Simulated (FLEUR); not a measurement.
# Collinear magnetic orders of CoGe with FLEUR

Aim: find out whether CoGe carries moments, and which collinear order costs least.

Program: FLEUR MaX-R8.1. Level of theory: PBEsol; all-electron FLAPW, Dirac cores, scalar-relativistic bands. Results are calculated unless marked as measured.

### 1. The structure

Symmetry: P2_13, No. 198, cubic system. Conventional cell: a = 4.579 Å, b = 4.579 Å, c = 4.579 Å, α = 90.00°, β = 90.00°, γ = 90.00°. Nearest to Co lie 7 Ge at 2.36 to 2.57 Å. Nearest to Ge lie 7 Co at 2.36 to 2.57 Å. Farther neighbours are not listed.

Coordinates:

```
Co Ge
1.0
     4.57947    0.00000    0.00000
     0.00000    4.57947    0.00000
     0.00000    0.00000    4.57947
Co Ge
4 4
Cartesian
  0.6266 0.6266 0.6266
  1.6631 3.9529 2.9163
  2.9163 1.6631 3.9529
  3.9529 2.9163 1.6631
  3.8459 3.8459 3.8459
  3.0233 0.7336 1.5561
  1.5561 3.0233 0.7336
  0.7336 1.5561 3.0233
```

The cell comes from a database of computed structures and need not be the stable phase.

### 2. Order 1, typed as ferro ++++

The parallel start is the test of whether parallel moments hold.

inpgen writes inp.xml from crystal.txt; cutoffs, mixing, functional, smearing and local orbitals are then set in the file. The k list default-1 (kpts.xml, not shown) is a Γ-centred 6×6×6 mesh; where the ranks do not divide the number of points, some are split in two of half the weight.

Input file inp.xml:

```
<?xml version="1.0" encoding="UTF-8" standalone="no"?>
<fleurInput fleurInputVersion="0.39">
   <comment>
      CoGe
   </comment>
   <calculationSetup>
      <cutoffs Kmax="3.78" Gmax="11.3" GmaxXC="11.3" numbands="0"/>
      <scfLoop itmax="90" minDistance="0.00002" maxIterBroyd="15" imix="Anderson" alpha="0.05" precondParam="0.0" spinf="2.0" sdNocoIR="T"/>
      <coreElectrons ctail="T" frcor="F" kcrel="0" coretail_lmax="0"/>
      <xcFunctional name="PBEs" relativisticCorrections="F"/>
      <magnetism jspins="2"/>
      <soc l_soc="F" theta="0.0" phi="0.0" spav="F"/>
      <expertModes spex="0" secvar="F"/>
      <geometryOptimization l_f="F" forcealpha="1.0" forcemix="BFGS" epsdisp="0.00001" epsforce="0.00001"/>
      <ldaU l_linMix="F" mixParam="0.05" spinf="1.0"/>
   </calculationSetup>
   <cell>
      <bzIntegration valenceElectrons="124.0" mode="hist" fermiSmearingEnergy="0.00293995">
         <kPointListSelection listName="default-1"/>
         <xi:include xmlns:xi="http://www.w3.org/2001/XInclude" href="kpts.xml"> </xi:include>
      </bzIntegration>
      <xi:include xmlns:xi="http://www.w3.org/2001/XInclude" href="sym.xml"> </xi:include>
      <bulkLattice scale="1.0">
         <bravaisMatrix>
            <row-1>    8.6539529019457024     0.0000000000000000     0.0000000000000000</row-1>
            <row-2>    0.0000000000000000     8.6539529019457024     0.0000000000000000</row-2>
            <row-3>    0.0000000000000000     0.0000000000000000     8.6539529019457024</row-3>
         </bravaisMatrix>
      </bulkLattice>
   </cell>
   <atomSpecies>
      <species name="Cobalt (Co2.000" element="Co" atomicNumber="27">
         <mtSphere radius="2.17" gridPoints="717" logIncrement="0.017"/>
         <atomicCutoffs lmax="8" lnonsphr="6"/>
         <electronConfig flipSpins="F">
            <coreConfig>(1s1/2) (2s1/2) (2p1/2) (2p3/2)</coreConfig>
            <valenceConfig>(3s1/2) (3p1/2) (3p3/2) (4s1/2) (3d3/2) (3d5/2)</valenceConfig>
            <stateOccupation state="(3d3/2)" spinUp="1.5" spinDown="1.3"/>
            <stateOccupation state="(3d5/2)" spinUp="3.0" spinDown="1.2"/>
         </electronConfig>
         <energyParameters s="4" p="4" d="3" f="4"/>
         <lo type="SCLO" l="0" n="3" eDeriv="0"/>
         <lo type="SCLO" l="1" n="3" eDeriv="0"/>
      </species>
      <species name="Germanium (Ge)" element="Ge" atomicNumber="32">
         <mtSphere radius="2.17" gridPoints="717" logIncrement="0.017"/>
         <atomicCutoffs lmax="8" lnonsphr="6"/>
         <electronConfig flipSpins="F">
            <coreConfig>(1s1/2) (2s1/2) (2p1/2) (2p3/2) (3s1/2) (3p1/2) (3p3/2)</coreConfig>
            <valenceConfig>(4s1/2) (3d3/2) (3d5/2) (4p1/2) (4p3/2)</valenceConfig>
            <stateOccupation state="(4p1/2)" spinUp="0.333333" spinDown="0.333333"/>
            <stateOccupation state="(4p3/2)" spinUp="0.666667" spinDown="0.666667"/>
         </electronConfig>
         <energyParameters s="4" p="4" d="3" f="4"/>
      </species>
   </atomSpecies>
   <atomGroups>
      <atomGroup species="Cobalt (Co2.000">
         <relPos label="                   1">.1368306200 .1368306200 .1368306200</relPos>
         <relPos label="                   2">.3631693800 -.1368306200 -.3631693800</relPos>
         <relPos label="                   3">-.3631693800 .3631693800 -.1368306200</relPos>
         <relPos label="                   4">-.1368306200 -.3631693800 .3631693800</relPos>
         <force calculate="T" relaxXYZ="TTT"/>
      </atomGroup>
      <atomGroup species="Germanium (Ge)">
         <relPos label="                   5">-.1601917900 -.1601917900 -.1601917900</relPos>
         <relPos label="                   6">-.3398082100 .1601917900 .3398082100</relPos>
         <relPos label="                   7">.3398082100 -.3398082100 .1601917900</relPos>
         <relPos label="                   8">.1601917900 .3398082100 -.3398082100</relPos>
         <force calculate="T" relaxXYZ="TTT"/>
      </atomGroup>
   </atomGroups>
   <output dos="F" band="F" slice="F">
      <bandDOS minEnergy="-.5*Htr" maxEnergy="0.5*Htr" sigma="0.015" storeEVData="T"/>
      <plotting iplot="0" polar="F">
         <plot TwoD="T" vec1="  1.0  0.0  0.0" vec2="  0.0  1.0  0.0" vec3="  0.0  0.0  1.0" zero="  0.0  0.0  0.0" file="plot"/>
      </plotting>
      <moessbauerParams electricFieldGradient="F" isomerShift="F" coreHyperfine="F" valenceHyperfine="F"/>
   </output>
</fleurInput>
```

Input file crystal.txt:

```
CoGe
&input film=F cartesian=F /
4.57947466000  0.00000000000  0.00000000000
0.00000000000  4.57947466000  0.00000000000
0.00000000000  0.00000000000  4.57947466000
1.8897261246
1.0 1.0 1.0

8
27 0.13683062000  0.13683062000  0.13683062000 : 2.000
27 0.36316938000  0.86316938000  0.63683062000 : 2.000
27 0.63683062000  0.36316938000  0.86316938000 : 2.000
27 0.86316938000  0.63683062000  0.36316938000 : 2.000
32 0.83980821000  0.83980821000  0.83980821000
32 0.66019179000  0.16019179000  0.33980821000
32 0.33980821000  0.66019179000  0.16019179000
32 0.16019179000  0.33980821000  0.66019179000

&kpt div1=6 div2=6 div3=6 gamma=T /
```

On the command line:

```bash
OMP_NUM_THREADS=1 inpgen -f crystal.txt > inpgen.log  # inp.xml is then edited as shown
OMP_NUM_THREADS=1 mpirun -n 4 fleur_MPI > fleur.log
```

The log of the run:

```text
Welcome to FLEUR        (www.flapw.de)
      MaX-Release 8.1          (www.max-centre.eu)

 ========== k-point set info ==========
 Selected k-point list: default-1
 k-point list type: mesh
 6 x 6 x 6
 Number of k points: 24

 ------------Calculation Setup---------------------------
 Number of MPI-tasks      :            4
 Number of PE/node        :            4
 Number of OMP-threads    :            1
 k-points in parallel     :            4
 pe's per k-point         :            1
 No of k-point loops      :            6
 Eigenvalue solver        :       lapack
 Number of basis functions:          672
 Approximate size of matrices (H+S) per k-point:         0.013 GB
 --------------------------------------------------------
 Iteration:     1   Distance:      31.97612346 me/bohr^3
 Iteration:     2   Distance:      28.93358996 me/bohr^3
 Iteration:     3   Distance:      21.93994415 me/bohr^3
 Iteration:     4   Distance:      10.81590515 me/bohr^3
 Iteration:     5   Distance:       8.06885089 me/bohr^3
 Iteration:     6   Distance:       5.83531227 me/bohr^3
 Iteration:     7   Distance:       6.09949490 me/bohr^3
 Iteration:     8   Distance:       4.53414012 me/bohr^3
 Iteration:     9   Distance:       6.45566770 me/bohr^3
 Iteration:    10   Distance:       2.20972501 me/bohr^3
 Iteration:    11   Distance:       0.74671360 me/bohr^3
 Iteration:    12   Distance:       0.66047613 me/bohr^3
 Iteration:    13   Distance:       0.31074979 me/bohr^3
 Iteration:    14   Distance:       0.14511640 me/bohr^3
 Iteration:    15   Distance:       0.02138268 me/bohr^3
 Iteration:    16   Distance:       0.02011199 me/bohr^3
 Iteration:    17   Distance:       0.00839288 me/bohr^3
 Iteration:    18   Distance:       0.00495362 me/bohr^3
 Iteration:    19   Distance:       0.00172118 me/bohr^3
 Iteration:    20   Distance:       0.00069244 me/bohr^3
 Iteration:    21   Distance:       0.00069716 me/bohr^3
 Iteration:    22   Distance:       0.00031029 me/bohr^3
 Iteration:    23   Distance:       0.00017679 me/bohr^3
 Iteration:    24   Distance:       0.00003305 me/bohr^3
 Iteration:    25   Distance:       0.00009825 me/bohr^3
 Iteration:    26   Distance:       0.00000670 me/bohr^3

 ********************************************************************
 Run finished successfully
 Stop message:
   all done
 ********************************************************************

--- out.xml (last complete iteration) ---
<iteration numberForCurrentRun="   26" overallNumber="   26">
         <energyParameters units="Htr">
            <atomicEP atomType="1" spin="1" branch="4s" branchLowest="-3.04" branchHighest="2.19" value="0.2200329476"/>
            <atomicEP atomType="1" spin="1" branch="4p" branchLowest="-1.68" branchHighest="2.81" value="0.3517992113"/>
            <atomicEP atomType="1" spin="1" branch="3d" branchLowest="-9.99" branchHighest="0.52" value="0.3526249013"/>
            <atomicEP atomType="1" spin="1" branch="4f" branchLowest="-9.99" branchHighest="3.98" value="0.6652542706"/>
            <loAtomicEP atomType="1" spin="1" branch="3s" branchLowest="-32.29" branchHighest="-3.04" value="-3.0457908835"/>
            <loAtomicEP atomType="1" spin="1" branch="3p" branchLowest="-27.56" branchHighest="-1.68" value="-1.7038072061"/>
            <atomicEP atomType="2" spin="1" branch="4s" branchLowest="-5.60" branchHighest="1.16" value="0.0219898380"/>
            <atomicEP atomType="2" spin="1" branch="4p" branchLowest="-3.66" branchHighest="1.86" value="0.2325381263"/>
            <atomicEP atomType="2" spin="1" branch="3d" branchLowest="-9.99" branchHighest="-0.47" value="-0.4930974374"/>
            <atomicEP atomType="2" spin="1" branch="4f" branchLowest="-9.99" branchHighest="3.78" value="0.5897223827"/>
            <atomicEP atomType="1" spin="2" branch="4s" branchLowest="-3.04" branchHighest="2.19" value="0.2200329450"/>
            <atomicEP atomType="1" spin="2" branch="4p" branchLowest="-1.68" branchHighest="2.81" value="0.3517992096"/>
            <atomicEP atomType="1" spin="2" branch="3d" branchLowest="-9.99" branchHighest="0.52" value="0.3526248907"/>
            <atomicEP atomType="1" spin="2" branch="4f" branchLowest="-9.99" branchHighest="3.98" value="0.6652542695"/>
            <loAtomicEP atomType="1" spin="2" branch="3s" branchLowest="-32.29" branchHighest="-3.04" value="-3.0457908979"/>
            <loAtomicEP atomType="1" spin="2" branch="3p" branchLowest="-27.56" branchHighest="-1.68" value="-1.7038072204"/>
            <atomicEP atomType="2" spin="2" branch="4s" branchLowest="-5.60" branchHighest="1.16" value="0.0219898414"/>
            <atomicEP atomType="2" spin="2" branch="4p" branchLowest="-3.66" branchHighest="1.86" value="0.2325381300"/>
            <atomicEP atomType="2" spin="2" branch="3d" branchLowest="-9.99" branchHighest="-0.47" value="-0.4930974363"/>
            <atomicEP atomType="2" spin="2" branch="4f" branchLowest="-9.99" branchHighest="3.78" value="0.5897223864"/>
         </energyParameters>
         <bandgap value="0.0000003566" units="eV"/>
         <sumValenceSingleParticleEnergies value="-70.2415911587" units="Htr"/>
         <FermiEnergy value="0.4250544335" units="Htr"/>
         <valenceDensity>
            <mtCharges spin="1">
               <mtCharge atomType="1" total="7.9394161" s="1.1400484" p="3.1588261" d="3.6313518" f="0.0077378"/>
               <mtCharge atomType="2" total="6.0363776" s="0.4965126" p="0.5273462" d="4.9978233" f="0.0119419"/>
            </mtCharges>
            <mtCharges spin="2">
               <mtCharge atomType="1" total="7.9394163" s="1.1400484" p="3.1588261" d="3.6313520" f="0.0077378"/>
               <mtCharge atomType="2" total="6.0363776" s="0.4965125" p="0.5273461" d="4.9978232" f="0.0119419"/>
            </mtCharges>
            <spinDependentCharge spin="1" total="61.9999997" interstitial="6.0968250" mtSpheres="55.9031748"/>
            <spinDependentCharge spin="2" total="62.0000003" interstitial="6.0968249" mtSpheres="55.9031754"/>
            <totalCharge value="124.0000000000"/>
         </valenceDensity>
         <coreStates atomType="     1" atomicNumber=" 27" spin="1" kinEnergy="    624.1756107247" eigValSum="   -392.9870857030" lostElectrons=" 0.000000">
            <state n="1" l="0" j="0.5" energy="-278.0031633456" weight="1.0000000000"/>
            <state n="2" l="0" j="0.5" energy="-32.2886691578" weight="1.0000000000"/>
            <state n="2" l="1" j="0.5" energy="-27.9277535437" weight="1.0000000000"/>
            <state n="2" l="1" j="1.5" energy="-27.3837498279" weight="2.0000000000"/>
         </coreStates>
         <coreStates atomType="     1" atomicNumber=" 27" spin="2" kinEnergy="    624.1756106555" eigValSum="   -392.9870857252" lostElectrons=" 0.000000">
            <state n="1" l="0" j="0.5" energy="-278.0031633455" weight="1.0000000000"/>
            <state n="2" l="0" j="0.5" energy="-32.2886691647" weight="1.0000000000"/>
            <state n="2" l="1" j="0.5" energy="-27.9277535487" weight="1.0000000000"/>
            <state n="2" l="1" j="1.5" energy="-27.3837498331" weight="2.0000000000"/>
         </coreStates>
         <coreStates atomType="     2" atomicNumber=" 32" spin="1" kinEnergy="    992.2231449802" eigValSum="   -598.4820751688" lostElectrons=" 0.000621">
            <state n="1" l="0" j="0.5" energy="-401.7830989171" weight="1.0000000000"/>
            <state n="2" l="0" j="0.5" energy="-49.7753475303" weight="1.0000000000"/>
            <state n="2" l="1" j="0.5" energy="-44.2228790539" weight="1.0000000000"/>
            <state n="2" l="1" j="1.5" energy="-43.0531010218" weight="2.0000000000"/>
            <state n="3" l="0" j="0.5" energy="-5.5995601456" weight="1.0000000000"/>
            <state n="3" l="1" j="0.5" energy="-3.7698609638" weight="1.0000000000"/>
            <state n="3" l="1" j="1.5" energy="-3.6125632573" weight="2.0000000000"/>
         </coreStates>
         <coreStates atomType="     2" atomicNumber=" 32" spin="2" kinEnergy="    992.2231449690" eigValSum="   -598.4820751615" lostElectrons=" 0.000621">
            <state n="1" l="0" j="0.5" energy="-401.7830989168" weight="1.0000000000"/>
            <state n="2" l="0" j="0.5" energy="-49.7753475294" weight="1.0000000000"/>
            <state n="2" l="1" j="0.5" energy="-44.2228790531" weight="1.0000000000"/>
            <state n="2" l="1" j="1.5" energy="-43.0531010210" weight="2.0000000000"/>
            <state n="3" l="0" j="0.5" energy="-5.5995601446" weight="1.0000000000"/>
            <state n="3" l="1" j="0.5" energy="-3.7698609628" weight="1.0000000000"/>
            <state n="3" l="1" j="1.5" energy="-3.6125632564" weight="2.0000000000"/>
         </coreStates>
         <allElectronCharges>
            <spinDependentCharge spin="1" total="117.9999997" interstitial="6.0992363" mtSpheres="111.9007634"/>
            <spinDependentCharge spin="2" total="118.0000003" interstitial="6.0992362" mtSpheres="111.9007641"/>
            <totalCharge value="235.9999999541"/>
         </allElectronCharges>
         <magneticMomentsInMTSpheres units="muBohr">
            <globalMagMoment atomType="1" vec="0.00000   0.00000   0.00000"/>
            <localMagMoment atomType="1" vec="0.00000   0.00000   0.00000"/>
            <globalMagMoment atomType="2" vec="0.00000   0.00000   0.00000"/>
            <localMagMoment atomType="2" vec="0.00000   0.00000   0.00000"/>
         </magneticMomentsInMTSpheres>
         <moessbauerParams unitsHFF="kG" unitsIS="e/bohr^3" unitsEFG="Htr/bohr^2">
         </moessbauerParams>
         <totalEnergy value="   -13959.3299827689" units="Htr">
            <sumOfEigenvalues value="    -8001.9948781927">
               <coreElectrons value="-7931.7532870339"/>
               <valenceElectrons value="-70.2415911587"/>
            </sumOfEigenvalues>
            <densityCoulombPotentialIntegral value="-21502.1255771325"/>
            <densityEffectivePotentialIntegral value="-22219.3737126809"/>
            <chargeDenXCDenIntegral value="-547.0769587491"/>
            <FockExchangeEnergyValence value="0.0000000000"/>
            <FockExchangeEnergyCore value="0.0000000000"/>
            <atomTypeDependentContributions atomType="1">
               <electronNucleiInteractionDifferentMTs value="6668.2903966240"/>
               <MadelungTerm value="-46.7572298026"/>
            </atomTypeDependentContributions>
            <atomTypeDependentContributions atomType="2">
               <electronNucleiInteractionDifferentMTs value="10088.9090110295"/>
               <MadelungTerm value="-74.6124324857"/>
            </atomTypeDependentContributions>
            <tkbTimesEntropy value="0.0023113678"/>
            <freeEnergy value="-13959.3322941367"/>
            <extrapolationTo0K value="-13959.3311384528"/>
         </totalEnergy>
         <densityConvergence units="me/bohr^3">
            <chargeDensity spin="1" distance="0.0000043122"/>
            <chargeDensity spin="2" distance="0.0000048028"/>
            <overallChargeDensity distance="0.0000062038"/>
            <spinDensity distance="0.0000066960"/>
         </densityConvergence>
      </iteration>
```

Wall time 3 min (4 MPI ranks of Arm Neoverse V1, shared host); peak memory 0.33 GiB.

The spin moment in the muffin-tin sphere vanishes on all atoms.

Read from the output:

```yaml
free_energy: -379852.7828 eV
program_s_band_gap_on_this_mesh_in_a_metal_only_a_level_spacing: 3.57e-7 eV
final_state: non-magnetic
```

After 26 cycles the seed has died away: no moment is left.

[end of part 1 of 2]

[Logs and program files are shortened in this print: banners, set-up blocks, solver, clock and traceback lines can be left out without a mark of their own.]

[Logs are printed without paths, hosts, clocks, repeated set-up lines and the standing remarks that a program may print on its own settings, such as how far it seeks lower states.]

[Hosts, paths, dates, database ids (printed as entryN), source tags and the programs' standing remarks are cut or masked in the printed files.]

[Where a cell is said to come from a database of computed structures, the database is the Materials Project.]
